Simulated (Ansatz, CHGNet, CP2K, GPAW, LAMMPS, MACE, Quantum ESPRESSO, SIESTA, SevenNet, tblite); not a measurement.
# Running amorphous Si (114 atoms) with CP2K, part 3 of 3

Wanted: CP2K inputs and outputs for amorphous Si (114 atoms), checked against a plane-wave reference.

Program: CP2K 2026.2; the method stands at each step. Banners, paths, timers and routine set-up lines are dropped from the logs unmarked, and long logs keep their key lines alone; longer cuts are marked.

So far. Step 6 (LDA, DZVP-MOLOPT-SR, 350/50 Ry, diagonalisation): Against the first run (4.6 %), the force difference from the reference is 7.7 %, at 0.41 times the CPU time (on 2 against 4 cores); the model has changed, so this is no error of the program alone.

### 8. A run with a doubtful setting

Level of this step: Kohn-Sham DFT, PBE, GTH-PBE pseudopotentials, Gaussian and plane waves, DZVP-MOLOPT (UZH set), diagonalisation (CP2K).

input.inp reads:

```
&GLOBAL
  PROJECT cell
  RUN_TYPE ENERGY_FORCE
  PRINT_LEVEL LOW
&END GLOBAL
&FORCE_EVAL
  METHOD QS
  STRESS_TENSOR ANALYTICAL
  &DFT
    BASIS_SET_FILE_NAME BASIS_MOLOPT_UZH
    POTENTIAL_FILE_NAME POTENTIAL_UZH
    &MGRID
      CUTOFF 350
      REL_CUTOFF 50
    &END MGRID
    &QS
      EPS_DEFAULT 1.0E-12
    &END QS
    &SCF
      SCF_GUESS ATOMIC
      EPS_SCF 1.0E-06
      MAXSCF 60
      ADDED_MOS 51
      &DIAGONALIZATION
        ALGORITHM STANDARD
      &END DIAGONALIZATION
      &SMEAR ON
        METHOD FERMI_DIRAC
        ELECTRONIC_TEMPERATURE [K] 580
      &END SMEAR
      &MIXING
        METHOD BROYDEN_MIXING
        ALPHA 0.15
        NBROYDEN 8
      &END MIXING
      &PRINT
        &RESTART OFF
        &END RESTART
      &END PRINT
    &END SCF
    &XC
      &XC_FUNCTIONAL PBE
      &END XC_FUNCTIONAL
    &END XC
    &PRINT
      &MULLIKEN ON
      &END MULLIKEN
      &LOWDIN ON
      &END LOWDIN
      &MO ON
        EIGENVALUES T
        OCCUPATION_NUMBERS T
        MO_INDEX_RANGE 217 240
        &EACH
          QS_SCF 0
        &END EACH
        ADD_LAST NUMERIC
      &END MO
    &END PRINT
  &END DFT
  &SUBSYS
    &CELL
      A 13.28010 0.00000 0.00000
      B 0.00000 13.28010 0.00000
      C 0.00000 0.00000 13.28010
    &END CELL
    &COORD
[... 114 atom lines left out: the same atoms as in the first run ...]
    &END COORD
    &KIND Si
      BASIS_SET DZVP-MOLOPT-PBE-GTH-q4
      POTENTIAL GTH-PBE-q4
    &END KIND
  &END SUBSYS
  &PRINT
    &FORCES ON
    &END FORCES
    &STRESS_TENSOR ON
    &END STRESS_TENSOR
  &END PRINT
&END FORCE_EVAL
```

The run is started by

```bash
> OMP_NUM_THREADS=1 mpirun -np 4 cp2k.psmp -i input.inp > output.txt
```

Numbers of over 12 decimals in the logs are rounded to 6 here.

The program printed:

```text
Possible matches for unknown keyword
 MAXSCF
   keyword MAX_SCF in section %__ROOT__%FORCE_EVAL%DFT%SCF score:  109
   keyword MAX_SCF in section %__ROOT__%FORCE_EVAL%DFT%XAS%SCF score:  109
   keyword EPS_SCF in section %__ROOT__%FORCE_EVAL%DFT%SCF score:  106
   enum MOPAC in section %__ROOT__%FORCE_EVAL%DFT%SCF for keyword SCF_GUESS score:  106
   keyword ROKS_F in section %__ROOT__%FORCE_EVAL%DFT%SCF score:  106
 *   ___                                                                       *
 *  /   \                                                                      *
 * [ABORT]                                                                     *
 *  \___/             found an unknown keyword MAXSCF in section SCF           *
 *    |                                                                        *
 *  O/|                                                                        *
 * /| |                                                                        *
```

Run time: 0.76 s. Hardware: 4 MPI ranks of Arm Neoverse V2, shared host; peak memory 0.59 GiB.

The program stopped at the start. The fault in the input: a misspelt keyword (MAX_SCF written as MAXSCF).

### 9. The ladder

Differences are against the plane-wave reference, forces as r.m.s. over components; share is that over the reference's r.m.s. force, slope the least-squares factor from reference forces to these. Total energies of different programs have different zeros and aren't compared.

| run | Δ force, r.m.s. (meV/Å) | share (%) | slope | Δ pressure (GPa) | cores | CPU time | memory (GiB) |
| --- | --- | --- | --- | --- | --- | --- | --- |
| reference | - | - | - | - | 4 | 18 min | 9.2 |
| CP2K PBE, DZVP-UZH, 350/50 Ry, diagonalisation | 37.1 | 4.56 | 1.007 | -0.221 | 4 | 9.6 min | 4.0 |
| CP2K GFN1-xTB, diagonalisation | 239 | 29.4 | 1.177 | 6.18 | 1 | 56 s | 0.34 |
| CP2K PBE, SZV-MOLOPT-SR, 350/50 Ry, diagonalisation (coarse) | 368 | 45.3 | 1.334 | 6.37 | 1 | 2.4 min | 2.3 |
| CP2K PBE, TZVP-UZH, 350/50 Ry, diagonalisation | 24.9 | 3.07 | 0.999 | -0.103 | 4 | 11 min | 4.3 |
| CP2K LDA, DZVP-MOLOPT-SR, 350/50 Ry, diagonalisation | 62.5 | 7.69 | 0.957 | -3.66 | 2 | 3.9 min | 2.5 |
| CP2K PBE, DZVP-UZH, 175/50 Ry, diagonalisation (coarse) | 37.1 | 4.56 | 1.007 | -0.221 | 2 | 8.7 min | 1.3 |

Rows marked coarse were listed beforehand as settings not expected to be converged; some can still land near the reference.

CPU time is summed over cores on a shared host, where runs went side by side, so it is rough. Symmetry, cutoffs, thresholds, outputs and thread counts weren't matched or tuned between programs; memory under MPI is the largest rank's times the ranks.

Within one program, basis, potentials and functional, energies share a zero. Each run against its twin at the usual cutoff or grid and solver:

| run | twin | Δ energy (meV/atom) | Δ force, r.m.s. (meV/Å) | CPU time over the twin's |
| --- | --- | --- | --- | --- |
| CP2K PBE, DZVP-UZH, 175/50 Ry, diagonalisation | DZVP-UZH, 350/50 Ry, diagonalisation | -4.0e-4 | 0.054 | 0.91 (this twin ran on 4 cores) |

### 10. Summary of results

| Item | Value |
| --- | --- |
| nearest in forces | CP2K PBE, TZVP-UZH, 350/50 Ry, diagonalisation, 3.1 % |
| its CPU time | 11 min |

The PBE runs in local orbitals, coarse settings apart, differ by 3.1 % (CP2K PBE, TZVP-UZH, 350/50 Ry, diagonalisation) to 4.6 % (CP2K PBE, DZVP-UZH, 350/50 Ry, diagonalisation); basis, grid and potentials can all enter. Tight binding differs by 29 % (CP2K GFN1-xTB, diagonalisation); it is another model, with fitted parameters of its own, and the xTB methods hold dispersion. Rows with another functional or a dispersion term differ by 7.7 % (CP2K LDA, DZVP-MOLOPT-SR, 350/50 Ry, diagonalisation), which mixes the change of model with differences of basis and potentials. CP2K GFN1-xTB, diagonalisation needed 108 SCF steps, so its time overstates the method's usual cost. Runs with settings chosen to be coarse differ by 4.6 % (CP2K PBE, DZVP-UZH, 175/50 Ry, diagonalisation) to 45 % (CP2K PBE, SZV-MOLOPT-SR, 350/50 Ry, diagonalisation), their programs' other errors included. Of the electronic-structure runs that take under half the reference's CPU time, CP2K PBE, DZVP-UZH, 175/50 Ry, diagonalisation comes nearest, at 4.6 % in 8.7 min against 18 min. CP2K PBE, SZV-MOLOPT-SR, 350/50 Ry, diagonalisation stiffens the forces by a factor of 1.33 while following their directions (correlation 0.975); the slopes of the 6 CP2K runs lie between 0.96 and 1.33. In pressure, CP2K PBE, SZV-MOLOPT-SR, 350/50 Ry, diagonalisation misses by +6.4 GPa, at the same functional. Periodic xTB results under one method name differ between programs and library versions. The reference's pressure holds the uncorrected Pulay stress of its 45 Ry basis, so small pressure differences, and their order, may be the reference's own error. The quench rate of 10 K/ps is many orders above laboratory rates, so the cell is likely richer in defects and strain than a real sample. The network of bonds at the start is that of the classical potential that made the cell, and needn't be the one that DFT or experiment would give. The electronic-structure runs sample only Γ, in a cell whose shortest periodic width is 13 Å, which is coarse for a cell with partly filled levels.

[Also dropped from logs without a mark: logging warnings of Python, and SIESTA's first energy breakdown and zero terms.]

[Logs are printed without paths, hosts, clocks, repeated set-up lines and the standing remarks that a program may print on its own settings, such as how far it seeks lower states.]

[Hosts, paths, dates, database ids (printed as entryN), source tags and the programs' standing remarks are cut or masked in the printed files.]
